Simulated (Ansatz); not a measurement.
**BiP (model cell, started as rocksalt type): from the cell to its phonons**

Aim: the vibrations of BiP (model cell, started as rocksalt type), their spectra, and whether the structure is stable.

Calculated with Ansatz 0.2.0; DFT PBEsol, scalar-relativistic, plane waves, norm-conserving pseudopotentials.

Report form: the programs' logs are mostly left out.

The structure was built from a prototype and need not be the compound's stable phase.

## (1) Set-up

The structure is cubic, space group Fm-3m (No. 225). The conventional cell has a = 5.960 Å, b = 5.960 Å, c = 5.960 Å, α = 90.00°, β = 90.00°, γ = 90.00°. Nearest to Bi lie 6 P at 2.98 Å. Nearest to P lie 6 Bi at 2.98 Å. Farther neighbours are not listed.

## (2) Bringing the structure to rest

The cell and atoms are relaxed, since residual forces and stress would shift the frequencies.

The input, input.yaml:

```yaml
crystal:
  lattice:
    - [0.0, 2.98, 2.98]
    - [2.98, 0.0, 2.98]
    - [2.98, 2.98, 0.0]
  atoms:
    - { symbol: Bi, position: [0.0, 0.0, 0.0] }
    - { symbol: P, position: [0.5, 0.5, 0.5] }
kpoints:
  mp_grid: { grid: [12, 12, 12] }
hamiltonian:
  xc: pbesol
  pseudopotentials: { kind: nc }
scf:
  occupations: { method: gaussian, width: 0.1 }
output:
  forces: true
  stress: true
  eigenvalues: true
relax:
  adjacent_minimum: "off"
  f_tol: 0.005
  max_steps: 80
  cell: { stress_tol: 0.05 }
```

Run with:

```console
ansatz run input.yaml --threads 4 --pin off --max-ram 7168MiB --backend cpu --events-out ev --progress --plain --runs-dir out
```

Wall time 9.4 s (4 threads of Intel Xeon Platinum 8375C at 2.90GHz (Ice Lake), shared host); peak memory 0.56 GiB.

Relaxation path:

```csv
step,energy less that of the first step (eV),largest force component (eV/Å),pressure (GPa),volume (Å³)
1,0.0000,0.0000,-6.27,52.93
2,-0.0763,0.0000,4.37,45.64
3,-0.1055,0.0000,-0.63,48.38
4,-0.1063,0.0000,-0.05,48.01
5,-0.1063,0.0000,0.00,47.98
6*,-0.1059,0.0000,-0.03,47.98
```

Relaxation steps marked * repeat the geometry before them on a plane-wave basis chosen anew for their cell, so energy and pressure can jump there.

The run keeps the 48 symmetry operations that it works with, so distortions that break them were not tested.

```csv
"conventional cell, symmetrised",before,after,change
a (Å),5.960,5.768,-3.2 %
b (Å),5.960,5.768,-3.2 %
c (Å),5.960,5.768,-3.2 %
volume (Å³/atom),26.46,23.99,-9.3 %
```

Final coordinates:

```cif
data_structure
_symmetry_space_group_name_H-M 'P 1'
_symmetry_Int_Tables_number 1
_cell_length_a 4.0788
_cell_length_b 4.0788
_cell_length_c 4.0788
_cell_angle_alpha 60.000
_cell_angle_beta 60.000
_cell_angle_gamma 60.000
_cell_volume 47.98
loop_
_atom_site_label
_atom_site_type_symbol
_atom_site_fract_x
_atom_site_fract_y
_atom_site_fract_z
_atom_site_occupancy
Bi1 Bi 0.00000 0.00000 0.00000 1
P2 P 0.50000 0.50000 0.50000 1
```

Numbers from this step:

* pressure: -0.02873 GPa
* volume per atom: 23.99 Å³
* gap on the k-mesh: 0 eV

In this step the volume went from 26.46 to 23.99 Å³/atom.

## (3) Relaxation

The relaxation is repeated from its end on the same settings, as a check that it has come to rest.

input.yaml, as its differences from that of step 2:

```diff
@@ -2,5 +2,5 @@
   lattice:
-    - [0.0, 2.98, 2.98]
-    - [2.98, 0.0, 2.98]
-    - [2.98, 2.98, 0.0]
+    - [0.0, 2.884120743, 2.884120743]
+    - [2.884120743, 0.0, 2.884120743]
+    - [2.884120743, 2.884120743, 0.0]
   atoms:
```

Elapsed: 3.3 s, on 4 threads; peak memory 0.52 GiB; 12 s of CPU time.

Little changed from the start: no atom moved by 0.005 Å and no cell edge by 0.1 %.

In this step the volume went from 23.99 to 23.99 Å³/atom.

## (4) Tight relaxation

Phonons need a cell at rest on their own settings, so the relaxation is repeated with tight tolerances on forces and stress on the k mesh and occupations of the first response run.

input.yaml, the sections that differ from step 3:

```yaml
scf:
  occupations: { method: methfessel_paxton, width: 0.2 }
relax:
  adjacent_minimum: "off"
  f_tol: 0.001
  max_steps: 60
  cell: { stress_tol: 0.01 }
# crystal, kpoints, hamiltonian, output: as in step 3
```

Elapsed: 6.3 s, on 4 threads; peak memory 0.54 GiB; 23 s of CPU time.

Little changed from the start: no atom moved by 0.005 Å and no cell edge by 0.1 %.

Numbers from this step:

```yaml
pressure: -1.56e-4 GPa
volume_per_atom: 23.98 Å³
```

The forces vanish by symmetry and the pressure is 0.000 GPa, within the tolerances set. The cell now holds 23.98 Å³/atom.

## (5) Modes at Γ

The zone centre comes first: it holds the modes that light can see, as far as symmetry allows. No field response is asked, since the mesh shows no gap.

input.yaml, the sections that differ from step 4:

```yaml
crystal:
  lattice:
    - [0.0, 2.8838345429, 2.8838345429]
    - [2.8838345429, 0.0, 2.8838345429]
    - [2.8838345429, 2.8838345429, 0.0]
  atoms:
    - { symbol: Bi, position: [0.0, 0.0, 0.0] }
    - { symbol: P, position: [0.5, 0.5, 0.5] }
output:
  eigenvalues: true
phonons:
  method: dfpt
# kpoints, hamiltonian, scf: as in step 4
# relax: removed
```

The job ended after 16 s (4 threads; peak memory 1.4 GiB; 60 s of CPU time).

Numbers from this step:

* sum-rule residual before enforcement: 1.54e-4 eV/Å²
* point group: m-3m
* highest optical mode at the zone centre (no LO-TO term): -162.4 cm⁻¹
* lowest optical zone-centre mode: -162.4 cm⁻¹

Patterns of degenerate modes are one choice out of their space. The modes at Γ (shares of kinetic energy by element, %) (negative means imaginary):

```
mode  frequency (cm⁻¹)  symmetry  Bi %  P %
   1            -162.4       T1u    13   87
   2            -162.4       T1u    13   87
   3            -162.4       T1u    13   87
   4               0.0  acoustic    87   13
   5               0.0  acoustic    87   13
   6               0.0  acoustic    87   13
```

Displacements in mode 3 (-162.4 cm⁻¹), the largest set to 1:
```
Bi1  0.00  0.00 -0.15
P2   0.00  0.00  1.00
```

Before it was imposed, the acoustic sum rule was missed by 1.5e-4 eV/Å². Small misses are needed for a sound result but don't prove that mesh and cutoff are converged. The lowest optical mode is imaginary, 162.4i cm⁻¹, so the energy falls along it.

## (6) The dispersion

Stability and thermal properties need the whole zone. Linear response on a 4×4×4 q mesh gives force constants as far as a supercell of that size would.

input.yaml, as its differences from that of step 5:

```diff
@@ -19 +19,8 @@
   method: dfpt
+  qmesh: [4, 4, 4]
+  temperatures: { t_max: 1000, t_step: 50 }
+  qpath:
+    path:
+      - [[0.0, 0.0, 0.0], [0.5, 0.0, 0.5], [0.625, 0.25, 0.625]]
+      - [[0.375, 0.375, 0.75], [0.0, 0.0, 0.0], [0.5, 0.5, 0.5], [0.5, 0.25, 0.75], [0.5, 0.0, 0.5]]
+    npoints: 10
```

Elapsed: 11 min, on 4 threads; peak memory 4.9 GiB.

Numbers from this step:

```yaml
sum_rule_residual_before_enforcement: 1.90e-4 eV/Å²
lowest_frequency_on_the_path: -162.4 cm⁻¹
highest_frequency_on_the_path_or_at_a_solved_wavevector: 268.7 cm⁻¹
lowest_mode_on_the_q_mesh_acoustic_modes_at_gamma_apart: -162.4 cm⁻¹
```

Frequencies (cm⁻¹) solved at each irreducible wavevector; negative means imaginary. Frequencies by wavevector, by row:

```
q in reciprocal lattice units  star  mode 1  mode 2  mode 3  mode 4  mode 5  mode 6
                        0 0 0     1  -162.4  -162.4  -162.4       0       0       0
                     0 0 0.25     8    50.7    50.7      82   204.7   204.7   241.1
                     0 0 -0.5     4    75.3    75.3   119.2   234.5   234.5   257.1
                  0 0.25 0.25     6    24.9    24.9    88.5   115.3   115.3   233.2
                  0 0.25 -0.5    24    57.7    62.1    91.6   184.2   191.4   220.2
                 0 0.25 -0.25    12    47.1    70.8   104.4   129.8   223.5   245.7
                  0 -0.5 -0.5     3    31.2    31.2    54.3     150     150   164.2
              0.25 -0.5 -0.25     6    52.1    52.1    84.5     156     156     232
```

Interpolated from a 4×4×4 q mesh. The phonon branches at the labelled points (cm⁻¹):

| point | branch 1 | branch 2 | branch 3 | branch 4 | branch 5 | branch 6 |
| --- | --- | --- | --- | --- | --- | --- |
| Γ | -162 | -162 | -162 | 0 | 0 | 0 |
| halfway | 25 | 25 | 88 | 115 | 115 | 233 |
| X | 31 | 31 | 54 | 150 | 150 | 164 |
| halfway | 40 | 52 | 56 | 164 | 164 | 178 |
| U | 52 | 57 | 76 | 152 | 188 | 218 |
| jump to K | 52 | 57 | 76 | 152 | 188 | 218 |
| halfway | 43 | 63 | 92 | 150 | 226 | 252 |
| Γ | -162 | -162 | -162 | 0 | 0 | 0 |
| halfway | 51 | 51 | 82 | 205 | 205 | 241 |
| L | 75 | 75 | 119 | 234 | 234 | 257 |
| halfway | 60 | 66 | 103 | 186 | 195 | 239 |
| W | 52 | 52 | 84 | 156 | 156 | 232 |
| halfway | 48 | 56 | 60 | 160 | 163 | 201 |
| X | 31 | 31 | 54 | 150 | 150 | 164 |

Tetrahedra on a 20×20×20 mesh, mean over bins of 5 cm-1. Interpolated from a 4×4×4 q mesh. The phonon density of states by wavenumber; read off at these points:

wavenumber (cm⁻¹), phonon density of states (1/cm⁻¹/cell) and a bar:
```
     -162     0.0000 
     -148     0.0002 
     -132     0.0002 
     -118     0.0003 
     -102     0.0003 
      -88     0.0003 
      -72     0.0003 
      -58     0.0004 
      -42     0.0004 
      -28     0.0005 
      -12     0.0006 
        2     0.0008 
       18     0.0019 #
       32     0.0104 ####
       48     0.0440 ###############
       52     0.0861 ##############################
       58     0.0790 ############################
       72     0.0416 ##############
       88     0.0256 #########
       92     0.0314 ###########
      102     0.0290 ##########
      118     0.0046 ##
      132     0.0097 ###
      148     0.0197 #######
      158     0.0280 ##########
      162     0.0275 ##########
      178     0.0204 #######
      192     0.0200 #######
      208     0.0216 ########
      222     0.0263 #########
      232     0.0386 #############
      238     0.0295 ##########
      252     0.0162 ######
      268     0.0015 #
```

The partial phonon density of states has structure finer than the step of the table below, so its rows give means over 10 cm⁻¹, whole bins alone (the curve runs from -172 to 287 cm⁻¹). Peaks (cm⁻¹: height): Bi 55.7: 0.0802, 96.1: 0.0290; P 165.5: 0.0268, 188.6: 0.0224, 203.0: 0.0240, 231.9: 0.0346.

Phonopy on the run's constants, 17x17x17 mesh, Gaussian sigma 3.3 cm-1. Interpolated from a 4×4×4 q mesh. Table of partial phonon density of states by wavenumber; means over each step; values in 1/cm⁻¹/cell:

```csv
wavenumber (cm⁻¹),Bi,P
-160,5.0e-6,4.2e-5
-150,9.2e-6,6.3e-5
-140,8.1e-5,4.6e-4
-130,1.7e-5,9.7e-5
-120,3.5e-5,1.6e-4
-110,3.2e-5,1.4e-4
-100,8.4e-5,2.3e-4
-90,2.3e-4,5.9e-4
-80,6.6e-5,1.3e-4
-70,2.0e-4,3.2e-4
-60,8.7e-5,9.3e-5
-50,5.1e-5,1.4e-5
-40,4.2e-4,1.0e-4
-30,3.4e-4,5.2e-5
-20,3.8e-4,4.3e-6
-10,6.0e-4,5.8e-6
0,5.0e-4,7.8e-6
10,8.3e-4,2.2e-5
20,0.00309,1.4e-4
30,0.00950,3.5e-4
40,0.0251,7.3e-4
50,0.0605,9.7e-4
60,0.0644,0.00135
70,0.0414,0.00127
80,0.0197,0.00117
90,0.0256,0.00184
100,0.0266,0.00158
110,0.0128,0.00195
120,0.00221,0.00383
130,9.4e-5,0.00778
140,1.9e-4,0.0159
150,3.2e-4,0.0207
160,4.3e-4,0.0249
170,5.5e-4,0.0237
180,4.7e-4,0.0181
190,5.4e-4,0.0198
200,5.0e-4,0.0209
210,4.1e-4,0.0207
220,3.9e-4,0.0250
230,4.0e-4,0.0325
240,2.8e-4,0.0260
250,2.4e-4,0.0164
260,2.1e-4,0.00827
270,6.3e-5,0.00155
280,2.0e-7,1.1e-5
```

Second derivatives of the energy by pair, one row for each kind of neighbour of each atom listed. Each entry sums the pair over the periodic images of the supercell that the q mesh stands for, and in a polar crystal it holds the long-range dipole part too. Force constants by pair, by row:

```
atom  neighbour  distance (Å)  third of the trace (eV/Å²)  along the pair's line (eV/Å²)
 Bi1     itself             0                       4.123                              –
 Bi1          P         2.884                     -0.3037                        -0.6522
 Bi1         Bi         4.078                      -0.097                        -0.8035
 Bi1          P         4.995                      0.0366                         0.0748
 Bi1         Bi         5.768                     -0.4967                         -1.236
 Bi1          P         6.448                      0.0573                         0.1788
 Bi1         Bi         7.064                     -0.0359                        -0.0512
  P2     itself             0                       4.369                              –
  P2         Bi         2.884                     -0.3037                        -0.6522
  P2          P         4.078                     -0.0625                        -0.2739
  P2         Bi         4.995                      0.0366                         0.0748
  P2          P         5.768                     -0.4164                         -1.115
  P2         Bi         6.448                      0.0573                         0.1788
  P2          P         7.064                     -0.0575                        -0.0646
```

Symmetry leaves 8 wavevectors to solve. The lowest mode among them, the acoustic zeros apart, lies at Γ and is imaginary, 162.4i cm⁻¹, so the energy falls along it.

## (7) Summary of results

| Item | Value |
| --- | --- |
| space group after relaxation (within 0.01 Å) | Fm-3m |
| volume per atom | 24.0 Å³ |
| electronic character | no gap on this mesh |
| highest optical mode at the zone centre (no LO-TO term) | -162 cm⁻¹ |
| lowest optical zone-centre mode | -162 cm⁻¹ |
| lowest mode on the q mesh (acoustic modes at Γ apart) | -162 cm⁻¹ |
| highest frequency on the path or at a solved wavevector | 269 cm⁻¹ |
| imaginary modes on the 4×4×4 q mesh | yes |

**Reading.** Modes are clearly imaginary (beyond 10i cm⁻¹) at 1 of the 8 irreducible wavevectors, most at Γ (162.4i cm⁻¹), so this structure is not a minimum of the energy. The optical modes at Γ form one degenerate level at -162 cm⁻¹ (negative means imaginary). With no gap, or one that is small against the smearing, the frequencies hang on the k mesh and the smearing, most of all near Kohn anomalies. Spin-orbit coupling is left out, which can matter for the heavy elements here. A phonon run warned that its eigensolver left some bands unconverged in a pass. The starting cell was built on a prototype and not taken from a measurement, so the phase need not exist. These are harmonic frequencies at zero temperature: anharmonic shifts, linewidths and thermal expansion are left out.

[Logs are printed without paths, hosts, clocks, repeated set-up lines and the standing remarks that a program may print on its own settings, such as how far it seeks lower states.]

[Hosts, paths, dates, database ids (printed as entryN), source tags and the programs' standing remarks are cut or masked in the printed files.]
